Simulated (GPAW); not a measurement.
# CO/Mo(110) in an electric field, part 2 of 2

Wanted: the out-of-plane polarisability of CO/Mo(110).

GPAW 26.7.0; GPAW, PAW setups; slab in vacuum, relaxation (the session's first sound run).

So far, dipole along the normal (e·Å): step 2 (relaxation) -0.101; step 3 (plane waves, PBE) -0.101; step 4 (field on) -0.193.

## (5) In a field

File run.py:

```python
import json
import numpy as np
from ase import Atoms
from gpaw import GPAW, PW
from gpaw.external import ConstantElectricField

slab = Atoms(
    ['Mo', 'Mo', 'Mo', 'Mo', 'C', 'O'],
    positions=[
        [0.00000, 0.00000, 7.00000],
        [2.22739, -0.00000, 9.22739],
        [0.00000, 0.00000, 11.48326],
        [2.22739, -0.00000, 13.73471],
        [-0.00000, -0.00000, 15.31536],
        [-0.00000, -0.00000, 16.49343]],
    cell=[[2.22739, -1.575, 0.0], [2.22739, 1.575, 0.0], [0.0, 0.0, 23.51828]],
    pbc=[True, True, False])

slab.calc = GPAW(mode=PW(500), xc='PBE', kpts={'size': (12, 12, 1), 'gamma': True},
                 occupations={'name': 'fermi-dirac', 'width': 0.1}, nbands='160%',
                 convergence={'density': 1e-05}, maxiter=200,
                 poissonsolver={'dipolelayer': 'xy'},
                 external=ConstantElectricField(-0.1, [0, 0, 1]),
                 symmetry={'tolerance': 1e-3}, txt='slab.txt')
result = {}
energy = slab.get_potential_energy()
fermi = slab.calc.get_fermi_level()
v = slab.calc.get_electrostatic_potential().mean((0, 1)) - fermi
n = slab.calc.get_pseudo_density().mean((0, 1))
L = slab.cell[2, 2]
z = np.arange(len(v)) * L / len(v)
low, high = slab.positions[:, 2].min(), slab.positions[:, 2].max()
below, above = np.interp([low - 4.8, high + 4.8], z, v)
slopes = [np.interp(x, z, np.gradient(v, z)) for x in (low - 4.8, high + 4.8)]
eps = np.array([[slab.calc.get_eigenvalues(k, s) for k in range(len(slab.calc.get_ibz_k_points()))]
                for s in range(slab.calc.get_number_of_spins())]) - fermi
top, bottom = eps[eps < 0].max(), eps[eps > 0].min()
dipole = slab.get_dipole_moment()[2]
print(f'energy {energy:.4f} eV, Fermi level {fermi:.4f} eV, dipole {dipole:.5f} e A')
print(f'potential 4.8 A off the faces, from the Fermi level: lower {below:.4f} eV, upper {above:.4f} eV')
print(f'slope of the potential there: lower {slopes[0]:.5f}, upper {slopes[1]:.5f} eV/A')
print(f'nearest levels on the mesh: {top:.4f} and {bottom:.4f} eV')
print('magnetic moment', round(slab.get_magnetic_moment(), 3))
result.update(energy=energy, fermi=fermi, dipole=dipole, below=below, above=above, slopes=slopes, edges=[top, bottom],
              z=z.tolist(), v=v.tolist(), n=n.tolist(), positions=slab.positions.tolist(),
              forces=slab.get_forces(apply_constraint=False).tolist(), moments=slab.get_magnetic_moments().tolist())
json.dump(result, open('result.json', 'w'))
```

Run with:

```
OMP_NUM_THREADS=1 OPENBLAS_NUM_THREADS=1 python run.py
```

The log of the run:

```text
energy -58.3149 eV, Fermi level 2.6415 eV, dipole -0.14717 e A
potential 4.8 A off the faces, from the Fermi level: lower 3.9431 eV, upper 7.7366 eV
slope of the potential there: lower -0.00086, upper 0.00086 eV/A
nearest levels on the mesh: -0.0510 and 0.0053 eV
magnetic moment 0.0
```

Wall time 6.1 min (1 thread of Intel Xeon Platinum 8488C (Sapphire Rapids), shared host); peak memory 0.61 GiB.

Numbers from this step:

- dipole along the normal: -0.1472 e·Å
- levels nearest the Fermi level on the mesh: -0.05099, 0.005328 eV from the Fermi level
- potential below the slab, the applied field's own ramp left out: 3.943 eV from the Fermi level
- potential above the slab, the applied field's own ramp left out: 7.737 eV from the Fermi level

The electrostatic potential energy of an electron (without an applied field's), less the Fermi level, planar mean oscillates, so the rows of the table below give means over windows of 1 Å about each position, cut where the curve ends. Its maxima inside the range that stand out by 2 % of the span (Å: eV): 8.1: -2.46, 10.3: -2.07, 12.6: -1.80, 14.8: -4.03, 16.0: -0.518, 23.0: 7.74. Its minima: 7.0: -28.5, 9.2: -28.9, 11.5: -28.6, 13.7: -28.5, 15.3: -12.3, 16.5: -8.87.

The electrostatic potential energy of an electron (without an applied field's), less the Fermi level, planar mean by z; means over each step:

| z (Å) | electrostatic potential energy of an electron (without an applied field's), less the Fermi level, planar mean (eV) |
| --- | --- |
| 0 | 4.66 |
| 1 | 3.94 |
| 2 | 3.94 |
| 3 | 3.94 |
| 4 | 3.88 |
| 5 | 3.26 |
| 6 | -3.15 |
| 7 | -22.8 |
| 8 | -5.46 |
| 9 | -21.2 |
| 10 | -8.35 |
| 11 | -15.3 |
| 12 | -14.3 |
| 13 | -8.84 |
| 14 | -20.3 |
| 15 | -7.66 |
| 16 | -4.04 |
| 17 | 1.83 |
| 18 | 7.62 |
| 19 | 7.73 |
| 20 | 7.74 |
| 21 | 7.74 |
| 22 | 7.74 |
| 23 | 7.52 |

Force by atom:

```csv
atom,x (eV/Å),y (eV/Å),z (eV/Å),size
Mo1,0.000,0.000,0.568,0.568
Mo2,0.000,0.000,-0.444,0.444
Mo3,0.000,0.000,-0.019,0.019
Mo4,0.000,0.000,-0.004,0.004
C5,0.000,0.000,-0.046,0.046
O6,0.000,0.000,0.012,0.012
```

The dipole is now -0.147 e Å, against -0.10 in the run without a field.

## (6) Field on

Changes to run.py since step 5:

```diff
@@ -22,3 +22,3 @@
                  poissonsolver={'dipolelayer': 'xy'},
-                 external=ConstantElectricField(-0.1, [0, 0, 1]),
+                 external=ConstantElectricField(-0.05, [0, 0, 1]),
                  symmetry={'tolerance': 1e-3}, txt='slab.txt')
```

The log of the run:

```text
energy -58.3080 eV, Fermi level 2.6206 eV, dipole -0.12415 e A
potential 4.8 A off the faces, from the Fermi level: lower 4.2816 eV, upper 7.4814 eV
slope of the potential there: lower -0.00098, upper 0.00087 eV/A
nearest levels on the mesh: -0.0504 and 0.0060 eV
magnetic moment 0.0
```

Wall time 5.7 min (1 thread); peak memory 0.6 GiB.

The electrostatic potential energy of an electron (without an applied field's), less the Fermi level, planar mean oscillates, so the rows of the table below give means over windows of 1 Å about each position, cut where the curve ends. Its maxima inside the range that stand out by 2 % of the span (Å: eV): 8.1: -2.28, 10.3: -1.99, 12.6: -1.85, 14.8: -4.18, 16.0: -0.726, 23.0: 7.48. Its minima: 7.0: -28.2, 9.2: -28.7, 11.5: -28.6, 13.7: -28.6, 15.3: -12.5, 16.5: -9.10.

Table of electrostatic potential energy of an electron (without an applied field's), less the Fermi level, planar mean by z; means over each step:

z (Å), electrostatic potential energy of an electron (without an applied field's), less the Fermi level, planar mean (eV) and a bar from the least value:
```
        0        4.9 ###########################
        1        4.3 ###########################
        2        4.3 ###########################
        3        4.3 ###########################
        4        4.2 ###########################
        5        3.6 ##########################
        6       -2.9 ####################
        7      -22.6 
        8       -5.3 #################
        9      -21.0 ##
       10       -8.3 ##############
       11      -15.2 #######
       12      -14.3 ########
       13       -8.9 ##############
       14      -20.4 ##
       15       -7.8 ###############
       16       -4.2 ##################
       17        1.6 ########################
       18        7.4 ##############################
       19        7.5 ##############################
       20        7.5 ##############################
       21        7.5 ##############################
       22        7.5 ##############################
       23        7.3 ##############################
```

## (7) In a field

Changes to run.py since step 6:

```diff
@@ -22,3 +22,3 @@
                  poissonsolver={'dipolelayer': 'xy'},
-                 external=ConstantElectricField(-0.05, [0, 0, 1]),
+                 external=ConstantElectricField(0.05, [0, 0, 1]),
                  symmetry={'tolerance': 1e-3}, txt='slab.txt')
```

The log of the run:

```text
energy -58.2978 eV, Fermi level 2.5783 eV, dipole -0.07807 e A
potential 4.8 A off the faces, from the Fermi level: lower 4.9602 eV, upper 6.9717 eV
slope of the potential there: lower -0.00127, upper 0.00087 eV/A
nearest levels on the mesh: -0.0492 and 0.0074 eV
magnetic moment 0.0
```

Elapsed: 5.8 min, on 1 thread; peak memory 0.6 GiB.

The electrostatic potential energy of an electron (without an applied field's), less the Fermi level, planar mean oscillates, so the rows of the table below give means over windows of 2.21 Å about each position, cut where the curve ends. Its maxima inside the range that stand out by 2 % of the span (Å: eV): 8.1: -1.91, 10.3: -1.85, 12.6: -1.93, 14.8: -4.48, 16.0: -1.14, 23.0: 6.97. Its minima: 7.0: -27.7, 9.2: -28.5, 11.5: -28.5, 13.7: -28.8, 15.3: -12.8, 16.5: -9.56.

Electrostatic potential energy of an electron (without an applied field's), less the Fermi level, planar mean against z; means over each step:

| z (Å) | electrostatic potential energy of an electron (without an applied field's), less the Fermi level, planar mean (eV) |
| --- | --- |
| 1.10 | 5.05 |
| 3.31 | 4.93 |
| 5.53 | 0.119 |
| 7.73 | -13.1 |
| 9.95 | -13.2 |
| 12.16 | -13.3 |
| 14.37 | -15.0 |
| 16.57 | -1.21 |
| 18.79 | 6.94 |
| 21.00 | 6.97 |
| 23.21 | 6.89 |

## (8) Field on

Changes to run.py since step 7:

```diff
@@ -22,3 +22,3 @@
                  poissonsolver={'dipolelayer': 'xy'},
-                 external=ConstantElectricField(0.05, [0, 0, 1]),
+                 external=ConstantElectricField(0.1, [0, 0, 1]),
                  symmetry={'tolerance': 1e-3}, txt='slab.txt')
```

The log of the run:

```text
energy -58.2945 eV, Fermi level 2.5570 eV, dipole -0.05497 e A
potential 4.8 A off the faces, from the Fermi level: lower 5.3008 eV, upper 6.7166 eV
slope of the potential there: lower -0.00144, upper 0.00087 eV/A
nearest levels on the mesh: -0.0487 and 0.0077 eV
magnetic moment 0.0
```

Run time: 5.9 min. Hardware: 1 thread; peak memory 0.6 GiB.

The electrostatic potential energy of an electron (without an applied field's), less the Fermi level, planar mean oscillates, so the rows of the table below give means over windows of 2.21 Å about each position, cut where the curve ends. Its maxima inside the range that stand out by 2 % of the span (Å: eV): 8.1: -1.73, 10.3: -1.78, 12.6: -1.97, 14.8: -4.64, 16.0: -1.35. Its minima: 7.0: -27.5, 9.2: -28.4, 11.5: -28.5, 13.7: -28.9, 15.3: -13.0, 16.5: -9.79.

Table of electrostatic potential energy of an electron (without an applied field's), less the Fermi level, planar mean by z; means over each step:

```
z (Å)  electrostatic potential energy of an electron (without an applied field's), less the Fermi level, planar mean (eV)
 1.10                                                                                                                5.36
 3.31                                                                                                                5.27
 5.53                                                                                                               0.425
 7.73                                                                                                               -12.9
 9.95                                                                                                               -13.1
12.16                                                                                                               -13.3
14.37                                                                                                               -15.2
16.57                                                                                                               -1.44
18.79                                                                                                                6.69
21.00                                                                                                                6.72
23.21                                                                                                                6.66
```

The dipole is now -0.0550 e Å, against -0.10 in the run without a field.

## (9) Field on

Changes to run.py since step 8:

```diff
@@ -22,3 +22,3 @@
                  poissonsolver={'dipolelayer': 'xy'},
-                 external=ConstantElectricField(0.1, [0, 0, 1]),
+                 external=ConstantElectricField(0.2, [0, 0, 1]),
                  symmetry={'tolerance': 1e-3}, txt='slab.txt')
```

The log of the run:

```text
energy -58.2912 eV, Fermi level 2.5138 eV, dipole -0.00870 e A
potential 4.8 A off the faces, from the Fermi level: lower 5.9842 eV, upper 6.2069 eV
slope of the potential there: lower -0.00184, upper 0.00087 eV/A
nearest levels on the mesh: -0.0476 and 0.0082 eV
magnetic moment 0.0
```

The job ended after 5.9 min (1 thread; peak memory 0.61 GiB).

The dipole is now -0.00870 e Å, against -0.10 in the run without a field.

## (10) Field on

Changes to run.py since step 9:

```diff
@@ -22,3 +22,3 @@
                  poissonsolver={'dipolelayer': 'xy'},
-                 external=ConstantElectricField(0.2, [0, 0, 1]),
+                 external=ConstantElectricField(0.3, [0, 0, 1]),
                  symmetry={'tolerance': 1e-3}, txt='slab.txt')
```

The log of the run:

```text
energy -58.2926 eV, Fermi level 2.4698 eV, dipole 0.03760 e A
potential 4.8 A off the faces, from the Fermi level: lower 6.6697 eV, upper 5.6986 eV
slope of the potential there: lower -0.00234, upper 0.00088 eV/A
nearest levels on the mesh: -0.0463 and 0.0091 eV
magnetic moment 0.0
```

Elapsed: 6.3 min, on 1 thread; peak memory 0.6 GiB.

The dipole is now 0.0376 e Å, against -0.10 in the run without a field.

## (11) The series

The members are put on one axis.

This step: induced dipole against applied field (GPAW 26.7.0).

The dipole along the normal by field:

```
field (V/Å)  dipole along the normal (e·Å)
     -0.200                         -0.193
     -0.100                         -0.147
     -0.050                         -0.124
      0.000                         -0.101
      0.050                        -0.0781
      0.100                        -0.0550
      0.200                       -0.00870
      0.300                         0.0376
```

## (12) Summary of results

```yaml
work_function_upper_and_lower_face: 7.226 and 4.621 eV
dipole_along_the_normal: -0.101 e Å
induced_dipole_per_field: 0.462 e Å per V/Å
out_of_plane_polarisability_per_area_alpha_eps_0_a: 11.9 Å
```

In words: The field induces 0.462 e Å per V/Å, a polarisable thickness α/(ε0 A) of 11.9 Å beside 9.49 Å between the outermost nuclei. A perfect conductor would give the distance between its two image planes; a dielectric of thickness t gives t(1 - 1/ε). The two faces differ by 2.6 eV, the step that the slab's dipole makes (e p/(ε0 A) gives 2.6 eV), so the dipole layer is needed. The induced dipole is linear in the field over this range. The cell of 7.02 Å² holds one CO, started on one chosen site; other sites and coverages weren't tried. The in-plane lattice was kept as typed, which isn't the functional's own and leaves some strain; spin-orbit coupling and temperature are left out.

[Logs are printed without paths, hosts, clocks, repeated set-up lines and the standing remarks that a program may print on its own settings, such as how far it seeks lower states.]

[Hosts, paths, dates, database ids (printed as entryN), source tags and the programs' standing remarks are cut or masked in the printed files.]
